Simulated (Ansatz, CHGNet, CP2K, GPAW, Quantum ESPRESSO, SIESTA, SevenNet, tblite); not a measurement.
# CP2K on glassy 76SiO2-24MgO (mol %) (94 atoms): settings against a plane-wave reference, part 2 of 2

How do the settings of CP2K change the result for glassy 76SiO2-24MgO (mol %) (94 atoms)? A plane-wave run serves as the yardstick.

Program: CP2K 2026.2; the method stands at each step. Banners, paths, timers and routine set-up lines are dropped from the logs unmarked, and long logs keep their key lines alone; longer cuts are marked.

So far. Step 2 (PBE, DZVP-MOLOPT-SR, 1200/60 Ry, OT DIIS): Forces lie 7.7 % from the reference's, at 1.1 times its CPU time. Step 3 (GFN1-xTB, OT DIIS): Against the first run (7.7 %), the force difference from the reference is 25 %, at 0.0077 times the CPU time (on 1 against 4 cores) (22 SCF steps against 35); the model has changed, so this is no error of the program alone.

**4. PBE, DZVP-MOLOPT-SR, 1200/60 Ry, TRS4 filter 1e-07, SCF 1e-07**

Method: Kohn-Sham DFT, PBE, GTH-PBE pseudopotentials, Gaussian and plane waves, DZVP-MOLOPT-SR-GTH, linear-scaling purification of the density matrix.

File input.inp:

```
&GLOBAL
  PROJECT cell
  RUN_TYPE ENERGY_FORCE
  PRINT_LEVEL LOW
&END GLOBAL
&FORCE_EVAL
  METHOD QS
  STRESS_TENSOR ANALYTICAL
  &DFT
    BASIS_SET_FILE_NAME BASIS_MOLOPT
    POTENTIAL_FILE_NAME GTH_POTENTIALS
    &MGRID
      CUTOFF 1200
      REL_CUTOFF 60
      NGRIDS 5
    &END MGRID
    &QS
      EPS_DEFAULT 1.0E-10
      LS_SCF T
    &END QS
    &LS_SCF
      PURIFICATION_METHOD TRS4
      EPS_FILTER 1.0E-07
      EPS_SCF 1.0E-07
      MAX_SCF 60
      S_PRECONDITIONER ATOMIC
      MIXING_FRACTION 0.45
      REPORT_ALL_SPARSITIES F
    &END LS_SCF
    &XC
      &XC_FUNCTIONAL PBE
      &END XC_FUNCTIONAL
    &END XC
    &PRINT
      &MULLIKEN ON
      &END MULLIKEN
    &END PRINT
  &END DFT
  &SUBSYS
    &CELL
      A 10.79285 0.00000 0.00000
      B 0.00000 10.79285 0.00000
      C 0.00000 0.00000 10.79285
    &END CELL
    &COORD
      SCALED
      Si 0.38739 0.31806 0.76144
      Si 0.19643 0.45894 0.92096
      Si 0.17301 0.11526 0.77764
      Si 0.11345 0.99577 0.27881
      Si 0.03829 0.45915 0.65718
      Si 0.87780 0.17858 0.83486
      Si 0.73073 0.97471 0.77573
      Si 0.79672 0.25402 0.22659
      Si 0.06892 0.34606 0.16507
      Si 0.68900 0.31620 0.46885
      Si 0.66219 0.35388 0.75960
      Si 0.30592 0.28145 0.31144
      Si 0.68878 0.99915 0.30382
      Si 0.54024 0.33640 0.12638
      Si 0.16035 0.85080 0.66470
      Si 0.29221 0.47858 0.52700
      Si 0.00918 0.61366 0.28767
      Si 0.22889 0.97471 0.02866
      Si 0.60159 0.63557 0.80273
      Si 0.85400 0.77501 0.89065
[... 70 atom lines left out ...]
      O 0.14590 0.99076 0.68780
      O 0.02664 0.17536 0.79770
      O 0.15107 0.67596 0.25526
      O 0.54463 0.69248 0.69299
    &END COORD
    &KIND Si
      BASIS_SET DZVP-MOLOPT-SR-GTH-q4
      POTENTIAL GTH-PBE-q4
    &END KIND
    &KIND Mg
      BASIS_SET DZVP-MOLOPT-SR-GTH-q10
      POTENTIAL GTH-PBE-q10
    &END KIND
    &KIND O
      BASIS_SET DZVP-MOLOPT-SR-GTH-q6
      POTENTIAL GTH-PBE-q6
    &END KIND
  &END SUBSYS
  &PRINT
    &FORCES ON
    &END FORCES
    &STRESS_TENSOR ON
    &END STRESS_TENSOR
  &END PRINT
&END FORCE_EVAL
```

On the command line:

```
> OMP_NUM_THREADS=1 mpirun -np 4 cp2k.psmp -i input.inp > output.txt
```

Numbers of over 12 decimals in the logs are rounded to 6 here.

What it wrote:

```text
CP2K| version string:                                       CP2K version 2026.2
 CP2K| Input file name                                                 input.inp
 GLOBAL| Basis set file name                                        BASIS_MOLOPT
 GLOBAL| Potential file name                                      GTH_POTENTIALS
 GLOBAL| Run type                                                   ENERGY_FORCE
 GLOBAL| Total number of message passing processes                             4
 GLOBAL| Number of threads for this process                                    1
 TOTAL NUMBERS AND MAXIMUM NUMBERS
  Total number of            - Atomic kinds:                                   3
                             - Atoms:                                         94
[... lines left out ...]
 Re-scaling the density matrix to get the right number of electrons
[... lines left out ...]
 SCF run converged in    11 steps.
 !-----------------------------------------------------------------------------!
                     Mulliken Population Analysis
 #  Atom  Element  Kind  Atomic population                           Net charge
       1     Si       1          3.086017                              0.913983
       2     Si       1          3.118585                              0.881415
       3     Si       1          3.124112                              0.875888
[...]
93     O        3          6.871843                             -0.871843
      94     O        3          6.626632                             -0.626632
 # Total charge                            543.999995                  0.000005
 !-----------------------------------------------------------------------------!
 ENERGY| Total FORCE_EVAL ( QS ) energy [hartree]          -1574.493146
 FORCES| Atomic forces [hartree/bohr]
 FORCES|   Atom     x               y               z               |f|
 FORCES|      1 -1.48436292E-03  2.75576298E-02 -3.36675650E-02   4.35331050E-02
 FORCES|      2 -8.88528005E-02 -2.76655659E-02  5.01712866E-03   9.31953608E-02
 FORCES|      3 -8.26218527E-02  2.44538671E-03 -1.28896504E-03   8.26680827E-02
[...]
FORCES|     93 -2.21392443E-02 -1.79905783E-02  1.55218201E-02   3.24766678E-02
 FORCES|     94 -6.90762540E-02  4.78217846E-02 -9.51866469E-02   1.26960426E-01
 FORCES| Sum     1.46371502E-02  2.23550902E-02 -3.82291539E-02
 FORCES| Total atomic force                                       4.66418742E-02
 STRESS| Analytical stress tensor [bar]
 STRESS|                        x                   y                   z
 STRESS|      x        3.36262451903E+04   2.40488865020E+04   1.70886135865E+04
 STRESS|      y        2.40488865020E+04   6.29506752787E+04  -1.25438846904E+04
 STRESS|      z        1.70886135865E+04  -1.25438846904E+04   8.15373607834E+04
 STRESS| 1/3 Trace                                             5.93714270841E+04
```

It took 93 s on 4 MPI ranks of Arm Neoverse V1, shared host; peak memory 6 GiB; 6.2 min of CPU time.

Numbers from this run, and their distance from the reference:

| Item | Value |
| --- | --- |
| r.m.s. force component | 2.758 eV/Å |
| r.m.s. difference of force components | 213.4 meV/Å |
| longest difference of force vectors | 1147 meV/Å |
| force difference over r.m.s. force | 7.574 % |
| slope of forces against the reference's | 0.9765 |
| correlation of force components | 0.9973 |
| pressure | 5.937 GPa |
| pressure difference | 0.1448 GPa |
| energy less the same-level run's | 0.0133 meV/atom |
| r.m.s. force difference from the same-level run | 14.73 meV/Å |

Against the first run (7.7 %), the force difference from the reference is 7.6 %, at 0.43 times the CPU time (11 SCF steps against 35): another solver or mixer reaches the same state.

The difference per atom is largest on Mg (0.86 eV/Å on average, against 0.30 on Si). The forces add up to 2.4 eV/Å instead of zero, usually a sign of too coarse a grid.

**5. PBE, DZVP-MOLOPT-SR, 1200/60 Ry, TRS4 filter 1e-04, SCF 1e-05**

Method: Kohn-Sham DFT, PBE, GTH-PBE pseudopotentials, Gaussian and plane waves, DZVP-MOLOPT-SR-GTH, linear-scaling purification of the density matrix.

input.inp, as its differences from that of step 4:

```diff
@@ -22,4 +22,4 @@
       PURIFICATION_METHOD TRS4
-      EPS_FILTER 1.0E-07
-      EPS_SCF 1.0E-07
+      EPS_FILTER 1.0E-04
+      EPS_SCF 1.0E-05
       MAX_SCF 60
```

What it wrote:

```text
CP2K| version string:                                       CP2K version 2026.2
 CP2K| Input file name                                                 input.inp
 GLOBAL| Basis set file name                                        BASIS_MOLOPT
 GLOBAL| Potential file name                                      GTH_POTENTIALS
[... lines left out ...]
 Re-scaling the density matrix to get the right number of electrons
[... lines left out ...]
 SCF run converged in     6 steps.
[... lines left out ...]
 ENERGY| Total FORCE_EVAL ( QS ) energy [hartree]          -1574.480731
[... lines left out ...]
 FORCES|      1 -9.92228585E-04  2.63699328E-02 -3.39825447E-02   4.30252393E-02
 FORCES|      2 -8.84392509E-02 -2.70474197E-02  6.53379021E-03   9.27132915E-02
 FORCES|      3 -8.20768049E-02  2.65993140E-03 -2.55482532E-03   8.21596268E-02
[...]
FORCES|     93 -2.69561222E-02 -1.96055510E-02  1.63106498E-02   3.71085900E-02
 FORCES|     94 -6.82932006E-02  4.69593569E-02 -9.34028421E-02   1.24872869E-01
 FORCES| Sum     1.46391677E-02  2.24037331E-02 -3.83436630E-02
 FORCES| Total atomic force                                       4.67596940E-02
 STRESS| Analytical stress tensor [bar]
 STRESS|                        x                   y                   z
 STRESS|      x        3.73898863748E+04   2.42268437437E+04   1.64582856946E+04
 STRESS|      y        2.42268437437E+04   6.43282187682E+04  -1.27973419410E+04
 STRESS|      z        1.64582856946E+04  -1.27973419410E+04   8.43503512584E+04
 STRESS| 1/3 Trace                                             6.20228188004E+04
```

Wall time 58 s (4 MPI ranks); peak memory 5.9 GiB; 3.9 min of CPU time.

Numbers from this run, and their distance from the reference:

| Property | Result |
| --- | --- |
| r.m.s. force component | 2.798 eV/Å |
| r.m.s. difference of force components | 294.3 meV/Å |
| longest difference of force vectors | 1255 meV/Å |
| force difference over r.m.s. force | 10.45 % |
| slope of forces against the reference's | 0.9879 |
| correlation of force components | 0.9945 |
| pressure | 6.202 GPa |
| pressure difference | 0.41 GPa |
| energy less the same-level run's | 3.607 meV/atom |
| r.m.s. force difference from the same-level run | 134.3 meV/Å |

This is a coarse setting, run to see what it loses.

Against the first run (7.7 %), the force difference from the reference is 10 %, at 0.26 times the CPU time (6 SCF steps against 35).

The forces add up to 2.4 eV/Å instead of zero, usually a sign of too coarse a grid.

**6. PBE, SZV-MOLOPT-SR, 1200/60 Ry, OT DIIS**

Method: Kohn-Sham DFT, PBE, GTH-PBE pseudopotentials, Gaussian and plane waves, SZV-MOLOPT-SR-GTH, orbital transformation.

File input.inp:

```
&GLOBAL
  PROJECT cell
  RUN_TYPE ENERGY_FORCE
  PRINT_LEVEL LOW
&END GLOBAL
&FORCE_EVAL
  METHOD QS
  STRESS_TENSOR ANALYTICAL
  &DFT
    BASIS_SET_FILE_NAME BASIS_MOLOPT
    POTENTIAL_FILE_NAME GTH_POTENTIALS
    &MGRID
      CUTOFF 1200
      REL_CUTOFF 60
      NGRIDS 5
    &END MGRID
    &QS
      EPS_DEFAULT 1.0E-12
    &END QS
    &SCF
      SCF_GUESS ATOMIC
      EPS_SCF 1.0E-06
      MAX_SCF 30
      &OT
        MINIMIZER DIIS
        PRECONDITIONER FULL_ALL
        ENERGY_GAP 0.001
      &END OT
      &OUTER_SCF
        EPS_SCF 1.0E-06
        MAX_SCF 8
      &END OUTER_SCF
      &PRINT
        &RESTART OFF
        &END RESTART
      &END PRINT
    &END SCF
    &XC
      &XC_FUNCTIONAL PBE
      &END XC_FUNCTIONAL
    &END XC
    &PRINT
      &MULLIKEN ON
      &END MULLIKEN
      &HIRSHFELD ON
        SHAPE_FUNCTION DENSITY
      &END HIRSHFELD
      &MO_CUBES
        NHOMO 1
        NLUMO 4
        WRITE_CUBE F
      &END MO_CUBES
    &END PRINT
  &END DFT
  &SUBSYS
    &CELL
      A 10.79285 0.00000 0.00000
      B 0.00000 10.79285 0.00000
      C 0.00000 0.00000 10.79285
    &END CELL
    &COORD
      SCALED
[... 94 atom lines left out: the same atoms as in the first run ...]
    &END COORD
    &KIND Si
      BASIS_SET SZV-MOLOPT-SR-GTH-q4
      POTENTIAL GTH-PBE-q4
    &END KIND
    &KIND Mg
      BASIS_SET SZV-MOLOPT-SR-GTH-q10
      POTENTIAL GTH-PBE-q10
    &END KIND
    &KIND O
      BASIS_SET SZV-MOLOPT-SR-GTH-q6
      POTENTIAL GTH-PBE-q6
    &END KIND
  &END SUBSYS
  &PRINT
    &FORCES ON
    &END FORCES
    &STRESS_TENSOR ON
    &END STRESS_TENSOR
  &END PRINT
&END FORCE_EVAL
```

On the command line:

```
> OMP_NUM_THREADS=2 cp2k.psmp -i input.inp > output.txt
```

What it wrote:

```text
CP2K| version string:                                       CP2K version 2026.2
 CP2K| Input file name                                                 input.inp
 GLOBAL| Basis set file name                                        BASIS_MOLOPT
 GLOBAL| Potential file name                                      GTH_POTENTIALS
 GLOBAL| Run type                                                   ENERGY_FORCE
 GLOBAL| Total number of message passing processes                             1
 GLOBAL| Number of threads for this process                                    2
 TOTAL NUMBERS AND MAXIMUM NUMBERS
  Total number of            - Atomic kinds:                                   3
                             - Atoms:                                         94
[... lines left out ...]
 Number of electrons:                                                        544
[... lines left out ...]
  Step     Update method      Time    Convergence         Total energy    Change
[... lines left out ...]
  Total energy:                                             -1566.961994
[... lines left out ...]
  Step     Update method      Time    Convergence         Total energy    Change
[... lines left out ...]
  *** SCF run converged in     7 steps ***
[... lines left out ...]
  Total energy:                                             -1566.964097
[... lines left out ...]
  outer SCF loop converged in   2 iterations or   37 steps
[... lines left out ...]
  Total Charge                                                           -0.000
 !-----------------------------------------------------------------------------!
  Eigenvalues of the occupied subspace spin            1
      -2.71548110     -2.69790264     -2.67654297     -2.66835452
      -2.65887643     -2.65885172     -2.65834118     -2.65208672
      -1.49319978     -1.49211445     -1.49042284     -1.47583843
[...]
0.21838841      0.22298199      0.22464250      0.25678010
 Fermi Energy [eV] :    6.987342
  Using OT eigensolver for additional unoccupied orbitals spin            1
  Lowest Eigenvalues of the unoccupied subspace spin            1
 OT| Eigensolver reached convergence in 73 iterations
       0.26754203      0.32253323      0.33528249      0.34503750
 HOMO - LUMO gap [eV] :    0.292847
 ENERGY| Total FORCE_EVAL ( QS ) energy [hartree]          -1566.964097
 FORCES| Atomic forces [hartree/bohr]
 FORCES|   Atom     x               y               z               |f|
 FORCES|      1  7.40560357E-03  2.09994247E-02 -2.56376482E-02   3.39574411E-02
 FORCES|      2 -1.06275154E-01 -2.51681284E-02  3.14778775E-02   1.13660458E-01
 FORCES|      3 -1.04770035E-01  1.68026712E-02 -1.54920108E-02   1.07233821E-01
[...]
FORCES|     93  2.28258262E-02 -4.14557248E-03  1.07494201E-02   2.55686164E-02
 FORCES|     94 -1.13600501E-01  8.80157364E-02 -1.72508914E-01   2.24524318E-01
 FORCES| Sum     1.41750322E-02  2.16726971E-02 -3.63863566E-02
 FORCES| Total atomic force                                       4.46609928E-02
 STRESS| Analytical stress tensor [bar]
 STRESS|                        x                   y                   z
 STRESS|      x        2.52073158660E+05   2.46494895708E+04   1.84724134365E+04
 STRESS|      y        2.46494895708E+04   2.67008142428E+05  -1.98019061810E+04
 STRESS|      z        1.84724134365E+04  -1.98019061810E+04   2.89697485468E+05
 STRESS| 1/3 Trace                                             2.69592928852E+05
```

The job ended after 6.2 min (2 threads; peak memory 4 GiB; 11 min of CPU time).

Compared with the plane-wave run:

* r.m.s. force component: 3.539 eV/Å
* r.m.s. difference of force components: 1088 meV/Å
* longest difference of force vectors: 4548 meV/Å
* force difference over r.m.s. force: 38.62 %
* slope of forces against the reference's: 1.214
* correlation of force components: 0.9668
* gap (highest filled to lowest empty level): 0.2928 eV
* gap difference: -1.58 eV
* pressure: 26.96 GPa
* pressure difference: 21.17 GPa

This is a coarse setting, run to see what it loses.

Against the first run (7.7 %), the force difference from the reference is 39 %, at 0.76 times the CPU time (on 2 against 4 cores), with 384 basis functions against 1190: the smaller basis costs accuracy.

The forces add up to 2.3 eV/Å instead of zero, usually a sign of too coarse a grid.

**7. All runs compared**

Differences are against the plane-wave reference, forces as r.m.s. over components; share is that over the reference's r.m.s. force, slope the least-squares factor from reference forces to these. Total energies of different programs have different zeros and aren't compared.

```csv
run,"Δ force, r.m.s. (meV/Å)",share (%),slope,Δ pressure (GPa),Δ gap (eV),cores,CPU time,memory (GiB)
reference,-,-,-,-,-,4,13 min,4.2
"CP2K PBE, DZVP-MOLOPT-SR, 1200/60 Ry, OT DIIS",217,7.70,0.978,0.159,-0.216,4,15 min,5.9
"CP2K GFN1-xTB, OT DIIS",713,25.3,0.916,-3.00,-,1,6.7 s,0.43
"CP2K PBE, DZVP-MOLOPT-SR, 1200/60 Ry, TRS4 filter 1e-07, SCF 1e-07",213,7.57,0.977,0.145,-,4,6.2 min,6.0
"CP2K PBE, DZVP-MOLOPT-SR, 1200/60 Ry, TRS4 filter 1e-04, SCF 1e-05 (coarse)",294,10.4,0.988,0.41,-,4,3.9 min,5.9
"CP2K PBE, SZV-MOLOPT-SR, 1200/60 Ry, OT DIIS (coarse)",1088,38.6,1.214,21.2,-1.58,2,11 min,4.0
```

Rows marked coarse were listed beforehand as settings not expected to be converged; some can still land near the reference.

CPU time is summed over cores on a shared host, where runs went side by side, so it is rough. Symmetry, cutoffs, thresholds, outputs and thread counts weren't matched or tuned between programs; memory under MPI is the largest rank's times the ranks.

Mean charges by element (e), by run and scheme:

| run | scheme | Si | Mg | O |
| --- | --- | --- | --- | --- |
| CP2K PBE, DZVP-MOLOPT-SR, 1200/60 Ry, OT DIIS | Mulliken | +0.84 | +1.36 | -0.54 |
| CP2K PBE, DZVP-MOLOPT-SR, 1200/60 Ry, OT DIIS | Hirshfeld | +0.52 | +0.60 | -0.31 |
| CP2K GFN1-xTB, OT DIIS | Mulliken | +0.94 | +0.89 | -0.53 |
| CP2K PBE, DZVP-MOLOPT-SR, 1200/60 Ry, TRS4 filter 1e-07, SCF 1e-07 | Mulliken | +0.84 | +1.36 | -0.54 |

Within one program, basis, potentials and functional, energies share a zero. Each run against its twin at the usual cutoff or grid and solver:

```
                                                               run                                 twin  Δ energy (meV/atom)  Δ force, r.m.s. (meV/Å)  CPU time over the twin's
CP2K PBE, DZVP-MOLOPT-SR, 1200/60 Ry, TRS4 filter 1e-07, SCF 1e-07  DZVP-MOLOPT-SR, 1200/60 Ry, OT DIIS               0.0133                     14.7                      0.43
CP2K PBE, DZVP-MOLOPT-SR, 1200/60 Ry, TRS4 filter 1e-04, SCF 1e-05  DZVP-MOLOPT-SR, 1200/60 Ry, OT DIIS                 3.61                      134                      0.26
```

**8. Summary of results**

```yaml
nearest_in_forces: CP2K PBE, DZVP-MOLOPT-SR, 1200/60 Ry, TRS4 filter 1e-07, SCF 1e-07, 7.6 %
its_cpu_time: 6.2 min
```

The PBE runs in local orbitals, coarse settings apart, differ by 7.6 % (CP2K PBE, DZVP-MOLOPT-SR, 1200/60 Ry, TRS4 filter 1e-07, SCF 1e-07) to 7.7 % (CP2K PBE, DZVP-MOLOPT-SR, 1200/60 Ry, OT DIIS); basis, grid and potentials can all enter. Tight binding differs by 25 % (CP2K GFN1-xTB, OT DIIS); it is another model, with fitted parameters of its own, and the xTB methods hold dispersion. Runs with settings chosen to be coarse differ by 10 % (CP2K PBE, DZVP-MOLOPT-SR, 1200/60 Ry, TRS4 filter 1e-04, SCF 1e-05) to 39 % (CP2K PBE, SZV-MOLOPT-SR, 1200/60 Ry, OT DIIS), their programs' other errors included. Of the electronic-structure runs that take under half the reference's CPU time, CP2K PBE, DZVP-MOLOPT-SR, 1200/60 Ry, TRS4 filter 1e-07, SCF 1e-07 comes nearest, at 7.6 % in 6.2 min against 13 min. CP2K PBE, SZV-MOLOPT-SR, 1200/60 Ry, OT DIIS stiffens the forces by a factor of 1.21 while following their directions (correlation 0.967); the slopes of the 5 CP2K runs lie between 0.92 and 1.21. At the same functional, gaps differ from the reference's 1.87 eV by between -1.58 and -0.22 eV. In pressure, CP2K PBE, SZV-MOLOPT-SR, 1200/60 Ry, OT DIIS misses by +21.2 GPa, at the same functional. Charges hang on model, scheme and program or settings: among these rows the mean for Mg runs from +0.60 to +1.36 e. With TRS4, tightening the sparsity filter from 1e-04 to 1e-07, and the SCF threshold with it, takes the force difference from the cubic solver from 134 to 15 meV/Å, and the CPU time from 0.26 to 0.43 times the cubic solver's. Periodic xTB results under one method name differ between programs and library versions. Forces of 2.8 eV/Å r.m.s. are well above thermal ones: they come largely from the bond lengths of the classical model and from the random displacements, and they dominate the comparison. The potentials hold different valence shells: 480 electrons in the reference, 544 in CP2K with SZV-MOLOPT-SR; this bears on time and differences. The reference's pressure holds the uncorrected Pulay stress of its 60 Ry basis, so small pressure differences, and their order, may be the reference's own error. The quench rate of 50 K/ps is many orders above laboratory rates, so the cell is likely richer in defects and strain than a real sample. The network of bonds at the start is that of the classical potential that made the cell, and needn't be the one that DFT or experiment would give. The reference's stress is far from hydrostatic: its diagonal is 3.2, 6.1, 8.1 GPa, compression counted positive. The electronic-structure runs sample only Γ, in a cell whose shortest periodic width is 11 Å.

[Also dropped from logs without a mark: logging warnings of Python, and SIESTA's first energy breakdown and zero terms.]

[Logs are printed without paths, hosts, clocks, repeated set-up lines and the standing remarks that a program may print on its own settings, such as how far it seeks lower states.]

[Hosts, paths, dates, database ids (printed as entryN), source tags and the programs' standing remarks are cut or masked in the printed files.]
